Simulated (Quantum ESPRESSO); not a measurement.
# AlN (F-43m): phonon deformation potentials, worked out

Wanted: the shift of the optical mode of AlN (F-43m) in a strained (001) layer.

Program: Quantum ESPRESSO 7.5. Level of theory: DFT PBE, scalar-relativistic, plane waves, PseudoDojo norm-conserving pseudopotentials. Results are calculated unless marked as measured.

## (1) Set-up

Symmetry: F-43m, No. 216, cubic system. Conventional cell: a = 4.400 Å, b = 4.400 Å, c = 4.400 Å, α = 90.00°, β = 90.00°, γ = 90.00°. Al has 4 N at 1.91 Å nearest. Nearest to N lie 4 Al at 1.91 Å. Farther neighbours and most contacts between anions are not listed.

As a file:

```cif
data_structure
_symmetry_space_group_name_H-M 'P 1'
_symmetry_Int_Tables_number 1
_cell_length_a 3.1115
_cell_length_b 3.1115
_cell_length_c 3.1115
_cell_angle_alpha 60.000
_cell_angle_beta 60.000
_cell_angle_gamma 60.000
_cell_volume 21.30
loop_
_atom_site_label
_atom_site_type_symbol
_atom_site_fract_x
_atom_site_fract_y
_atom_site_fract_z
_atom_site_occupancy
Al1 Al 0.00000 0.00000 0.00000 1
N2 N 0.75000 0.75000 0.75000 1
```

This is the cell after its relaxation at this level of theory, not the database cell from which that began.

## (2) Uniaxial strain

The relaxed cell is stretched along z alone. This keeps all atoms on sites fixed by symmetry and splits the threefold mode into a singlet, polarised along z, and a doublet. The macroscopic field is left out, so these are transverse modes. Cutoff 92 Ry, k mesh 12×12×12.

From the response at ε_zz = 0.005:

The log of the run:

```text
[banners, grids, parts of the stress and lines that vanish by symmetry left out]
Program PHONON v.7.5
     Reading xml data from directory:

[...]
Exchange-correlation= PBE
                           (   1   4   3   4   0   0   0)
[...]
kinetic-energy cut-off    =      92.0000  Ry
     charge density cut-off    =     368.0000  Ry
     convergence threshold     =      1.0E-18
[...]
Exchange-correlation= PBE
                           (   1   4   3   4   0   0   0)
[...]
q = (   0.0000000   0.0000000   0.0000000 )
      9 Sym.Ops. (with q -> -q+G )
     G cutoff =  323.8919  (  17177 G-vectors)     FFT grid: ( 36, 36, 36)
     number of k points=   163
[...]
Mode symmetry, D_2d (-42m) point group:
[...]
Representation #   1 mode #   1
[...]
End of self-consistent calculation
     Convergence has been achieved
     Representation #   2 mode #   2
[...]
End of self-consistent calculation
     Convergence has been achieved
     Representation #   3 modes #   3   4
[...]
End of self-consistent calculation
     Convergence has been achieved
     Representation #   4 modes #   5   6
[...]
End of self-consistent calculation
     Convergence has been achieved
[...]
q = (    0.000000000   0.000000000   0.000000000 )
[...]
freq (    1) =      -0.054862 [THz] =      -1.829984 [cm-1]
     freq (    2) =      -0.054862 [THz] =      -1.829984 [cm-1]
     freq (    3) =      -0.054524 [THz] =      -1.818710 [cm-1]
     freq (    4) =      19.101239 [THz] =     637.148737 [cm-1]
     freq (    5) =      19.101239 [THz] =     637.148737 [cm-1]
     freq (    6) =      19.167476 [THz] =     639.358167 [cm-1]
[...]
Mode symmetry, D_2d (-42m) point group:
     freq (   1-   1) =         -1.8  [cm-1]   --> B_2  X_3  W_2   I+R
     freq (   2-   3) =         -1.8  [cm-1]   --> E    X_5  W_3   I+R
     freq (   4-   5) =        637.1  [cm-1]   --> E    X_5  W_3   I+R
     freq (   6-   6) =        639.4  [cm-1]   --> B_2  X_3  W_2   I+R

   JOB DONE.
```

```tsv
ε_zz	singlet (cm⁻¹)	doublet (cm⁻¹)	σ_zz (GPa)	σ_xx (GPa)
-0.01	648.71	653.49	-2.848	-1.559
-0.005	645.68	648.01	-1.430	-0.774
0	642.56	642.56	-0.018	-0.018
0.005	639.36	637.15	1.390	0.711
```

Stress is counted positive in tension.

## (3) The fit

To first order ω² − ω₀² = p ε_zz + q (ε_xx + ε_yy) for the mode along z, and likewise for x and y. With ε_zz alone the singlet gives p and the doublet q.

The linear terms of parabolas through ω² are p = -1.97 ω₀² and q = -3.38 ω₀², with ω₀ = 642.6 cm⁻¹. Those of the stresses are C11 = 282 GPa and C12 = 149 GPa. Under hydrostatic strain p and q imply γ = −(p + 2q)/(6 ω₀²) = 1.45.

A layer held to an in-plane strain ε and free along z takes ε_zz = −2 (C12/C11) ε = -1.053 ε. To first order the singlet then shifts by (q − p C12/C11) ε / ω₀ = -1506 ε cm⁻¹. For ε = -0.006, ε_zz = 0.00632, the formulas for ω² predict 651.54 cm⁻¹ for the singlet and 645.99 cm⁻¹ for the doublet.

## (4) A biaxially strained cell

This run was no part of the fit.

The log of the run:

```text
[banners, grids, parts of the stress and lines that vanish by symmetry left out]
[banner, memory and clock lines left out]
Program PHONON v.7.5

[...]
Exchange-correlation= PBE
                           (   1   4   3   4   0   0   0)
[...]
kinetic-energy cut-off    =      92.0000  Ry
     charge density cut-off    =     368.0000  Ry
     convergence threshold     =      1.0E-18
[...]
Exchange-correlation= PBE
                           (   1   4   3   4   0   0   0)
[...]
q = (   0.0000000   0.0000000   0.0000000 )
      9 Sym.Ops. (with q -> -q+G )
     G cutoff =  322.3919  (  17001 G-vectors)     FFT grid: ( 36, 36, 36)
     number of k points=   163
[...]
Mode symmetry, D_2d (-42m) point group:
[...]
Representation #   1 mode #   1
[...]
End of self-consistent calculation
     Convergence has been achieved
     Representation #   2 mode #   2
[...]
End of self-consistent calculation
     Convergence has been achieved
     Representation #   3 modes #   3   4
[...]
End of self-consistent calculation
     Convergence has been achieved
     Representation #   4 modes #   5   6
[...]
End of self-consistent calculation
     Convergence has been achieved
[...]
q = (    0.000000000   0.000000000   0.000000000 )
[...]
freq (    1) =       0.043538 [THz] =       1.452267 [cm-1]
     freq (    2) =       0.043538 [THz] =       1.452267 [cm-1]
     freq (    3) =       0.044308 [THz] =       1.477958 [cm-1]
     freq (    4) =      19.363211 [THz] =     645.887208 [cm-1]
     freq (    5) =      19.363211 [THz] =     645.887208 [cm-1]
     freq (    6) =      19.533898 [THz] =     651.580685 [cm-1]
[...]
Mode symmetry, D_2d (-42m) point group:
     freq (   1-   1) =          1.5  [cm-1]   --> B_2  X_3  W_2   I+R
     freq (   2-   3) =          1.5  [cm-1]   --> E    X_5  W_3   I+R
     freq (   4-   5) =        645.9  [cm-1]   --> E    X_5  W_3   I+R
     freq (   6-   6) =        651.6  [cm-1]   --> B_2  X_3  W_2   I+R
```

```tsv
mode	predicted (cm⁻¹)	run (cm⁻¹)
singlet	651.54	651.58
doublet	645.99	645.89
```

The stress along z is 0.009 GPa and that in the plane -1.694 GPa; the unstrained cell carries -0.018 GPa.

## (5) What came out

- p (in units of the squared frequency): -1.967
- q (same units): -3.380
- shift of the singlet per unit of biaxial strain: -1506 cm⁻¹
- C11 and C12: 282 and 149 GPa

**Reading.** To first order, one per cent of tensile biaxial strain moves the singlet of AlN (F-43m) by -15.1 cm⁻¹ and the doublet by -5.7 cm⁻¹; the formulas miss the test run by up to 0.10 cm⁻¹. In backscattering from (001) the mode polarised along z is the one seen in diamond and zinc-blende crystals; in a polar crystal it is the LO mode, whose potentials differ somewhat from these. The third potential, r, needs shear strain and a relaxation of the atoms, which was not run. Runs of the series that gave no result are left out: uni0.01-ph (refused). These are harmonic values at zero temperature.

[Host names and launcher messages were left out of these logs when they were recorded.]

[Logs are printed without paths, hosts, clocks, repeated set-up lines and the standing remarks that a program may print on its own settings, such as how far it seeks lower states.]

[Hosts, paths, dates, database ids (printed as entryN), source tags and the programs' standing remarks are cut or masked in the printed files.]
